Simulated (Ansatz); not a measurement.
## 2H-WS2 bilayer (AA) in a perpendicular field

Aim: how the 2H-WS2 bilayer (AA) screens a field along its normal, and what the field does to its bands. A positive field points along +c.

Calculated with Ansatz 0.2.0; plane-wave DFT, r2SCAN-D4, Ansatz PAW (set soft_1); PAW set soft_1, in the first sound run; inputs show where later runs differ.

**1. The starting structure**

The cell holds 6 atoms: 4 S and 2 W. Cell: a = 3.180 Å, b = 3.180 Å, c = 50.951 Å, α = 90.0°, β = 90.0°, γ = 120.0°. Regions: layer 1: 2H-WS2, 3 atoms (2 S and 1 W); layer 2: 2H-WS2, 3 atoms (2 S and 1 W). Vacuum lies along c.

**2. Relaxation**

The starting cell is a guess, so the in-plane lattice and the atoms are relaxed first, with the slab cut off from its images along the normal.

The input, input.yaml:

```yaml
crystal:
  lattice:
    - [3.18, 0.0, 0.0]
    - [-1.59, 2.753960784, 0.0]
    - [0.0, 0.0, 50.9512404664]
  atoms:
    - { symbol: S, position: [0.3333333333, 0.6666666667, 0.4023454544] }
    - { symbol: W, position: [0.0, 0.0, 0.4364527716] }
    - { symbol: S, position: [0.3333333333, 0.6666666667, 0.4705600887] }
    - { symbol: S, position: [0.3333333333, 0.6666666667, 0.5294399113] }
    - { symbol: W, position: [0.0, 0.0, 0.5635472284] }
    - { symbol: S, position: [0.3333333333, 0.6666666667, 0.5976545456] }
  periodic: [true, true, false]
kpoints:
  mp_grid: { grid: [12, 12, 1] }
hamiltonian:
  xc: r2scan
  dispersion: d4
  pseudopotentials: { kind: paw, azcp: { folder: soft_1 } }
scf:
  occupations: { method: fermi_dirac, width: 0.05 }
  convergence: { dr2_threshold: 1.0e-09 }
relax:
  f_tol: 0.004
  max_steps: 90
  cell: {}
output:
  write_potential: true
  write_density: true
  volumetric_format: npy
```

Started as:

```sh
> ansatz run input.yaml --threads 4 --pin off --max-ram 6144MiB --backend cpu --events-out ev --progress --plain --runs-dir out
```

Numbers of over 12 decimals in the logs are rounded to 6 here.

Output:

```text
Warning: relax.cell: scf.convergence.dr2_threshold = 1e-9 eV is looser than the 1.50734076334e-10 eV advised for a relaxation that steers and ends on the stress (1e-10 eV for each atom of the cell: 6, times the square of relax.cell.stress_2d_tol = 0.05 N/m over 20.0 Å (the atoms' height at the walk's start and 5 Å past either face), 2.506e-2 GPa, over a crystal's default 0.05). What an SCF threshold leaves in a stress goes as its square root, and in the free energy as the threshold itself, and one threshold admits the most on a small cell: [figures from the program's tests cut] Set scf.convergence.dr2_threshold to 1.50734076334e-10 eV or tighter. [rest of the remark cut]
Engine: ansatz 0.2.0, aarch64-unknown-linux-gnu
Pseudopotentials: kind: paw
Pseudopotential: S, paw, valence charge 6, recommended cutoff 500 eV (meta_gga), soft_1/S.paw.azcp
Pseudopotential: W, paw, valence charge 14, recommended cutoff 500 eV (meta_gga), soft_1/W.paw.azcp
Functional definition: r2SCAN
  parameter k0 = 0.174
  parameter k1 = 0.065
  parameter a1 = 4.9479
  exchange = r2scan_x(k0 = k0, k1 = k1, a1 = a1)
  correlation = r2scan_c
Crystal: 6 atoms, lattice volume = 446.210 Å³
Basis set: ecut = 500 eV, 11291 PW (Γ), exchange–correlation on 96×96×1500 points (64 copies of the dense FFT grid, shifted against one another)
Bands: 32, of which v1, the nominal top of the filled ones, is band 26 counted from 1 (25 counted from 0)
Symmetry: 12 space group operations
Space group: P-6m2 (ITA 187), of the structure as read, at distance tolerance 7.6e-5 Å
k-points: 19 of 144 (time reversal used)
Non-local potential: S, projectors of the file, l = 0: 2, l = 1: 2, l = 2: 1
Non-local potential: W, projectors of the file, l = 0: 3, l = 1: 2, l = 2: 2, l = 3: 1
PAW form: soft (Blöchl's): semilocal exchange-correlation on the pseudo side does not see the compensation charge
PAW frozen core: S, regenerated for the run's functional (the file was generated under x = pbe(κ = 0.804, μ = 0.219515), c = pbe(β = 0.066725))
PAW frozen core: W, regenerated for the run's functional (the file was generated under x = pbe(κ = 0.804, μ = 0.219515), c = pbe(β = 0.066725))
PAW one-centre angular grid: S, 302 points (default); XC on 160 Gauss nodes
PAW one-centre angular grid: W, 590 points (default); XC on 160 Gauss nodes
Initial density: superposition of atomic densities (neutral atoms: chi_scale 0, normalization atom)
Initial wavefunctions: pseudopotential atomic-orbital guess
Functional: x = r2scan, c = r2scan; τ floored in thin density (d = 2e-4 eV/Å³)
SCF iter   1: F=—  HF=-24424.881428 eV  |F-HF|=—  |Δ(HF+E_count)|=         —  Δρ=2.24e-2  dr2=2.68e0  dr2_τ=1.91e-1  ethr=3.10e-3  ⟨swp⟩=14.3  Hψ=4798  notcnv=0
preconditioner: auto → Resta (q_TF=auto, 1.907 Å⁻¹)  ε∞=2.6  [insulator: Δε(μ)=1.229 eV  Ē_g=8.453 eV  σ=0.050 eV  W_gap=1.00  n_scr=30 (ndim 8)  ℏωp=10.5 eV  f_vac=0.728  D(μ)=0.00/eV (n_scr^D=0)  ε∞_Penn≈2.6  vacuum switching on, ρ_ref=5.2e-3 e/Å³]
SCF iter   2: F=—  HF=-24424.664271 eV  |F-HF|=—  |Δ(HF+E_count)|=   2.17e-1  Δρ=1.05e-2  dr2=1.15e0  dr2_τ=1.67e-1  ethr=3.10e-3  ⟨swp⟩=4.3  Hψ=1575  notcnv=0  defer=17
SCF iter   3: F=—  HF=-24424.618575 eV  |F-HF|=—  |Δ(HF+E_count)|=   4.57e-2  Δρ=8.42e-3  dr2=5.39e-1  dr2_τ=3.37e-2  ethr=2.21e-3  ⟨swp⟩=3.9  Hψ=1278  notcnv=0  defer=18
SCF iter   4: F=—  HF=-24424.571170 eV  |F-HF|=—  |Δ(HF+E_count)|=   4.74e-2  Δρ=2.19e-3  dr2=1.41e-2  dr2_τ=6.48e-4  ethr=1.04e-3  ⟨swp⟩=3.9  Hψ=1317  notcnv=0  defer=15
SCF iter   5: F=—  HF=-24424.579642 eV  |F-HF|=—  |Δ(HF+E_count)|=   8.47e-3  Δρ=9.10e-4  dr2=3.63e-2  dr2_τ=5.33e-4  ethr=2.71e-5  ⟨swp⟩=4.2  Hψ=1696  notcnv=0  defer=15
SCF iter   6: F=—  HF=-24424.576918 eV  |F-HF|=—  |Δ(HF+E_count)|=   2.72e-3  Δρ=2.87e-4  dr2=5.58e-4  dr2_τ=9.44e-5  ethr=2.71e-5  ⟨swp⟩=2.6  Hψ=868  notcnv=0  defer=15
SCF iter   7: F=—  HF=-24424.577119 eV  |F-HF|=—  |Δ(HF+E_count)|=   2.01e-4  Δρ=1.16e-4  dr2=6.48e-5  dr2_τ=3.05e-6  ethr=1.07e-6  ⟨swp⟩=3.4  Hψ=1404  notcnv=0  defer=15
SCF iter   8: F=—  HF=-24424.577205 eV  |F-HF|=—  |Δ(HF+E_count)|=   8.65e-5  Δρ=2.65e-5  dr2=6.61e-6  dr2_τ=6.87e-7  ethr=1.25e-7  ⟨swp⟩=3.8  Hψ=1559  notcnv=0  defer=15
SCF iter   9: F=—  HF=-24424.577213 eV  |F-HF|=—  |Δ(HF+E_count)|=   7.63e-6  Δρ=1.07e-5  dr2=5.46e-7  dr2_τ=3.89e-8  ethr=1.27e-8  ⟨swp⟩=2.7  Hψ=1139  notcnv=0  defer=15
SCF iter  10: F=—  HF=-24424.577169 eV  |F-HF|=—  |Δ(HF+E_count)|=   4.42e-5  Δρ=2.77e-6  dr2=9.40e-8  dr2_τ=5.13e-9  ethr=1.05e-9  ⟨swp⟩=3.9  Hψ=1545  notcnv=0  defer=15
SCF iter  11: F=—  HF=-24424.577169 eV  |F-HF|=—  |Δ(HF+E_count)|=   4.92e-8  Δρ=8.76e-7  dr2=9.09e-9  dr2_τ=3.97e-10  ethr=1.81e-10  ⟨swp⟩=3.4  Hψ=1343  notcnv=0  defer=15
SCF iter  12: F=—  HF=-24424.577169 eV  |F-HF|=—  |Δ(HF+E_count)|=   1.42e-9  Δρ=5.40e-7  dr2=5.01e-9  dr2_τ=1.60e-10  ethr=1.75e-11  ⟨swp⟩=3.3  Hψ=1211  notcnv=0  defer=15
SCF iter  13: F=-24424.577169 eV  HF=-24424.577169 eV  |F-HF|=1.49e-10  |Δ(HF+E_count)|=  2.84e-10  Δρ=6.42e-8  dr2=3.06e-11  dr2_τ=3.30e-12  ethr=1.92e-12  ⟨swp⟩=11.4  Hψ=5679  notcnv=0
SCF 1 converged in 13 iterations: F = -24424.577169 eV  dr2 = 3.06e-11
  greatest PAW one-centre occupation: 1.000 electrons in one spin orbital (limit 2), on the W atom at site 4 (counted from 0), in its partial waves of l = 0
relax step   1: F+E_penalty+E_count = -24424.57716884 eV  Δ(F+E_penalty+E_count) = +0.000e0 eV  max|allowed force component| = 3.471e0 eV/Å  Δτ_max = 0.0000 Å  P = -11.750 N/m  Ω = 446.210 Å³  fix = [c, alpha, beta]  reactions: c -0.000 N/m  (13 SCF iters, accepted)
Crystal: 6 atoms, lattice volume = 443.737 Å³
Basis set: ecut = 500 eV, 11207 PW (Γ), exchange–correlation on 96×96×1500 points (64 copies of the dense FFT grid, shifted against one another)
Initial density: handed on by an earlier stage of this run
Initial wavefunctions: those handed on with the density
iter 1 solved again at ethr=9.37e-4 eV; its pass at ethr=3.10e-3 eV (dr2=4.87e-1 eV) is discarded
SCF iter   1: F=—  HF=-24425.479539 eV  |F-HF|=—  |Δ(HF+E_count)|=         —  Δρ=8.09e-3  dr2=5.03e-1  dr2_τ=5.51e-1  ethr=9.37e-4  ⟨swp⟩=1.9  Hψ=5770  notcnv=0
preconditioner: auto → Resta (q_TF=auto, 1.909 Å⁻¹)  ε∞=2.5  [insulator: Δε(μ)=1.426 eV  Ē_g=8.746 eV  σ=0.050 eV  W_gap=1.00  n_scr=30 (ndim 8)  ℏωp=10.6 eV  f_vac=0.739  D(μ)=0.00/eV (n_scr^D=0)  ε∞_Penn≈2.5  vacuum switching on, ρ_ref=5.5e-3 e/Å³]
SCF iter   2: F=—  HF=-24425.885219 eV  |F-HF|=—  |Δ(HF+E_count)|=   4.06e-1  Δρ=4.81e-3  dr2=2.42e-1  dr2_τ=3.36e-2  ethr=9.37e-4  ⟨swp⟩=4.6  Hψ=1540  notcnv=0  defer=1
[...]
SCF iter   9: F=—  HF=-24425.873133 eV  |F-HF|=—  |Δ(HF+E_count)|=   4.97e-5  Δρ=6.95e-6  dr2=1.80e-7  dr2_τ=2.65e-8  ethr=2.92e-9  ⟨swp⟩=4.1  Hψ=1600  notcnv=0  defer=17
SCF iter  10: F=—  HF=-24425.873133 eV  |F-HF|=—  |Δ(HF+E_count)|=   1.84e-7  Δρ=1.80e-6  dr2=1.59e-8  dr2_τ=9.58e-10  ethr=3.46e-10  ⟨swp⟩=2.9  Hψ=1271  notcnv=0  defer=17
SCF iter  11: F=—  HF=-24425.873134 eV  |F-HF|=—  |Δ(HF+E_count)|=   2.08e-8  Δρ=3.98e-7  dr2=1.30e-9  dr2_τ=2.26e-10  ethr=3.06e-11  ⟨swp⟩=3.3  Hψ=1440  notcnv=0  defer=17
SCF iter  12: F=-24425.873134 eV  HF=-24425.873134 eV  |F-HF|=8.73e-11  |Δ(HF+E_count)|=   1.18e-9  Δρ=8.15e-8  dr2=1.24e-10  dr2_τ=2.23e-12  ethr=1.92e-12  ⟨swp⟩=13.2  Hψ=5320  notcnv=0
SCF 3 converged in 12 iterations: F = -24425.873134 eV  dr2 = 1.24e-10
relax step   3: F+E_penalty+E_count = -24425.87313352 eV  Δ(F+E_penalty+E_count) = -2.084e-2 eV  max|allowed force component| = 2.098e-1 eV/Å  Δτ_max = 0.1970 Å  P = -1.042 N/m  Ω = 444.574 Å³  energy of the carried Pulay correction = +7.055e-5 eV  fix = [c, alpha, beta]  reactions: c -0.000 N/m  (12 SCF iters, accepted)
[...]
relax step   4: F+E_penalty+E_count = -24425.87677353 eV  Δ(F+E_penalty+E_count) = -3.640e-3 eV  max|allowed force component| = 3.959e-2 eV/Å  Δτ_max = 0.0185 Å  P = +0.108 N/m  Ω = 443.939 Å³  energy of the carried Pulay correction = +9.801e-5 eV  fix = [c, alpha, beta]  reactions: c +0.000 N/m  (9 SCF iters, accepted)
[...]
relax step   5: F+E_penalty+E_count = -24425.87688007 eV  Δ(F+E_penalty+E_count) = -1.065e-4 eV  max|allowed force component| = 4.742e-3 eV/Å  Δτ_max = 0.0039 Å  P = +0.001 N/m  Ω = 443.915 Å³  energy of the carried Pulay correction = +9.902e-5 eV  fix = [c, alpha, beta]  reactions: c +0.000 N/m  (8 SCF iters, accepted)
[...]
relax step   6: F+E_penalty+E_count = -24425.87688508 eV  Δ(F+E_penalty+E_count) = -5.011e-6 eV  max|allowed force component| = 1.289e-3 eV/Å  Δτ_max = 0.0020 Å  P = -0.003 N/m  Ω = 443.918 Å³  energy of the carried Pulay correction = +9.888e-5 eV  fix = [c, alpha, beta]  reactions: c -0.000 N/m  (8 SCF iters, accepted)
Initial wavefunctions: pseudopotential atomic-orbital guess (no wavefunctions were taken with the density)
iter 1 solved again at ethr=4.57e-7 eV; its pass at ethr=3.10e-3 eV (dr2=2.38e-4 eV) is discarded
SCF iter   1: F=—  HF=-24425.876821 eV  |F-HF|=—  |Δ(HF+E_count)|=         —  Δρ=4.17e-6  dr2=2.49e-8  dr2_τ=6.31e-8  ethr=4.57e-7  ⟨swp⟩=6.9  Hψ=8334  notcnv=0
eigensolver tolerance schedule: the retry pair's looser diagonalisation over-reported the residual by 9544.56 of it (diagonalisation noise at an unbounded share of the residual, at the tolerance the schedule requests for it); recorded, not acted on — ethr = c·dr2/N_el stays at c = 1.0e-1
SCF iter   2: F=—  HF=-24425.876784 eV  |F-HF|=—  |Δ(HF+E_count)|=   3.72e-5  Δρ=1.86e-6  dr2=2.63e-8  dr2_τ=3.25e-9  ethr=4.79e-11  ⟨swp⟩=6.6  Hψ=2618  notcnv=0
SCF iter   3: F=—  HF=-24425.876784 eV  |F-HF|=—  |Δ(HF+E_count)|=   1.97e-9  Δρ=1.19e-6  dr2=2.69e-9  dr2_τ=1.49e-9  ethr=4.79e-11  ⟨swp⟩=2.6  Hψ=918  notcnv=0
SCF iter   4: F=-24425.876784 eV  HF=-24425.876784 eV  |F-HF|=2.18e-10  |Δ(HF+E_count)|=   1.75e-9  Δρ=4.97e-7  dr2=8.19e-10  dr2_τ=1.81e-10  ethr=1.92e-12  ⟨swp⟩=18.1  Hψ=6119  notcnv=0
SCF 7 converged in 4 iterations: F = -24425.876784 eV  dr2 = 8.19e-10
  greatest PAW one-centre occupation: 1.000 electrons in one spin orbital (limit 2), on the W atom at site 1 (counted from 0), in its partial waves of l = 0
relax step   7: F+E_penalty+E_count = -24425.87678382 eV  Δ(F+E_penalty+E_count) = +1.013e-4 eV  max|allowed force component| = 1.287e-3 eV/Å  Δτ_max = 0.0000 Å  P = -0.003 N/m  Ω = 443.918 Å³  fix = [c, alpha, beta]  reactions: c -0.000 N/m  stress off target by 3.48e-3 N/m on what of the cell is left free  SCF on the basis re-selected at this cell (its energy is not comparable with the rows above)  (4 SCF iters)
basis re-selected at this cell: Δ(F+E_penalty+E_count) = +1.013e-4 eV, ΔP = -0.000 N/m vs the last step (what re-selecting the basis moved, of the pressure what is left beyond the Pulay correction that the steps carried, after the strain that the cell walked since its last selection, with what the two solves' SCF thresholds leave and, on support functions, any second-order correction that the steps lacked; it is no m [...]
WARN: The output density's exchange-correlation potential varies sharply where the density is thin. Do not read a vacuum level from v_tot or v_xc, or from such a field of the output density. On a cell that repeats whose density bears no net charge and no dipole along the vacuum's axis use v_es (v_loc + v_h of the components); under efield.dipole_correction with no amplitude use v_es + v_field, which holds any externa [...]
SCF converged after 4 iterations
Free energy (F): -24425.876784 eV
Harris-Foulkes:  -24425.876784 eV  (|F-HF|=2.18e-10)
Internal energy: -24425.876784 eV  (E = F + TS)
E sigma→0 (E₀):  -24425.876784 eV
Fermi energy:    -4.852277 eV
--- Per-component energies (eV) ---
  E_band       = -1288.939749
  E_kinetic    = 1269.774530
  E_local      = -244377.273319  (includes V_loc(G=0)·N_el)
  E_nonlocal   = 87.531351
  E_hartree    = 121465.226945
  E_xc         = -838.027537
  E_vxc        = -863.942415  (∫ρ·V_xc dr)
  E_paw        = -19683.394619  (= ΣΔE_a)
  E_vpaw       = -379.248439  (= ΣTr[D̂ρ^β])
  E_aug_tail   = 0.000134  (compensation charges beyond the density's cutoff)
  E_vtau       = 43.767752  (kinetic-family band-sum trace: ∫τ·v_τ [+ j·A + Jᵃ·Aᵃ] dr)
  E_ewald      = 117652.638185
  E_disp       = -0.737079  (pairwise vdW)
  E_core_change = -1.615374  (= ΣΔE_core)
  E_smearing   = -0.000000  (= −TS)
  E_closure    = -0.000000  (closes the sum)
  Σ components = -24425.876784   (vs F -24425.876784, Δ=0.00e0)
--- Forces (eV/Å), atoms counted from 1 ---
  atom   1  S      0.00000000    -0.00000000     0.00128747
  atom   2  W      0.00000000     0.00000000    -0.00066352
  atom   3  S     -0.00000000    -0.00000000     0.00001834
  atom   4  S      0.00000000     0.00000000    -0.00001834
  atom   5  W      0.00000000     0.00000000     0.00066352
  atom   6  S      0.00000000    -0.00000000    -0.00128747
  max |Σ_I F_I| component: 2.96e-16 eV/Å
--- 2D stress c σ (N/m, compression-positive) ---
       -0.003481       0.000000       0.000000
       -0.000000      -0.003481      -0.000000
        0.000000      -0.000000      -0.000000
  P = ½ c Tr σ = -0.0035 N/m
--- Band table (eV; the first three rows and the last of 19) ---
  k-point 0: bands = [... 22 lower, -7.6695, -7.6695, -6.1012, -5.6922, -2.8201, -2.8201, -2.7978, -2.7978, ... 2 higher]
  k-point 1: bands = [... 22 lower, -7.5557, -7.3177, -6.1433, -5.7906, -2.9953, -2.8997, -2.8971, -2.8207, ... 2 higher]
  k-point 2: bands = [... 22 lower, -7.5805, -7.2585, -6.3700, -6.1572, -3.4704, -3.1982, -3.0169, -2.9837, ... 2 higher]
  k-point 18: bands = [... 22 lower, -8.5760, -8.2861, -5.9495, -5.9172, -3.9684, -3.9680, -2.4701, -2.2049, ... 2 higher]
  the weakly bound empty levels are not read free of the cell's end (no_gap_told)
--- Relaxed structure (6 steps of the walk, 6 accepted, 1 SCFs on fresh bases) ---
  F+E_penalty+E_count = -24425.87678382 eV   max|allowed force component| = 1.287e-3 eV/Å   (the final SCF, on the basis selected at the relaxed cell)
  cell:  # Å, volume = 443.9184 Å³
    - [3.171823, -4.539342053515813e-19, 0]
    - [-1.585911, 2.746879, 0]
    - [0, 0, 50.9512404664]
  atoms:
    - { symbol: S, position: [0.333333, 0.666667, 0.402036] }
    - { symbol: W, position: [1.117862178621392e-18, -2.878355989888597e-17, 0.432682] }
    - { symbol: S, position: [0.333333, 0.666667, 0.463318] }
    - { symbol: S, position: [0.333333, 0.666667, 0.536682] }
    - { symbol: W, position: [-1.117862178621389e-18, -2.8783559898885975e-17, 0.567318] }
    - { symbol: S, position: [0.333333, 0.666667, 0.597964] }
```

Wall time 2.2 min (4 threads of Arm Neoverse V1, shared host); peak memory 1.5 GiB.

Step by step:

```tsv
step	energy less that of the first step (eV)	largest force component (eV/Å)	volume (Å³)
1	0.0000	3.4706	446.21
2	-1.2751	0.1023	443.74
3	-1.2960	0.2098	444.57
4	-1.2996	0.0396	443.94
5	-1.2997	0.0047	443.92
6	-1.2997	0.0013	443.92
7*	-1.2996	0.0013	443.92
```

Relaxation steps marked * repeat the geometry before them on a plane-wave basis chosen anew for their cell, so energy and pressure can jump there.

Forces are held to the 12 operations that the run works with; a distortion that breaks them can't arise in this run.

```tsv
cell as run	before	after	change
a (Å)	3.180	3.172	-0.3 %
b (Å)	3.180	3.172	-0.3 %
```

The atoms that moved most (Å, along periodic axes as changes of fractional coordinates times the final cell, across vacuum about the mean position):

```tsv
atom	dx	dy	dz	length
S3	0.000	0.000	-0.369	0.369
S4	0.000	0.000	0.369	0.369
W5	0.000	0.000	0.192	0.192
W2	0.000	0.000	-0.192	0.192
S1	0.000	0.000	-0.016	0.016
S6	0.000	0.000	0.016	0.016
```

The relaxed structure:

```xyz
6
Lattice="3.1718 0.0000 0.0000 -1.5859 2.7469 0.0000 0.0000 0.0000 50.9512" Properties=species:S:1:pos:R:3
S     0.0000    1.8313   20.4843
W     0.0000    0.0000   22.0457
S     0.0000    1.8313   23.6066
S     0.0000    1.8313   27.3446
W     0.0000    0.0000   28.9055
S     0.0000    1.8313   30.4670
```

The lattice constant a goes from 3.180 to 3.172 Å.

[end of part 1 of 3]

[Logs are printed without paths, hosts, clocks, repeated set-up lines and the standing remarks that a program may print on its own settings, such as how far it seeks lower states.]

[Hosts, paths, dates, database ids (printed as entryN), source tags and the programs' standing remarks are cut or masked in the printed files.]

[Maps of the electrostatic potential energy from Ansatz leave out the sawtooth potential of an applied field or a dipole correction, so their vacuum need not be flat; planar profiles and work functions include it.]
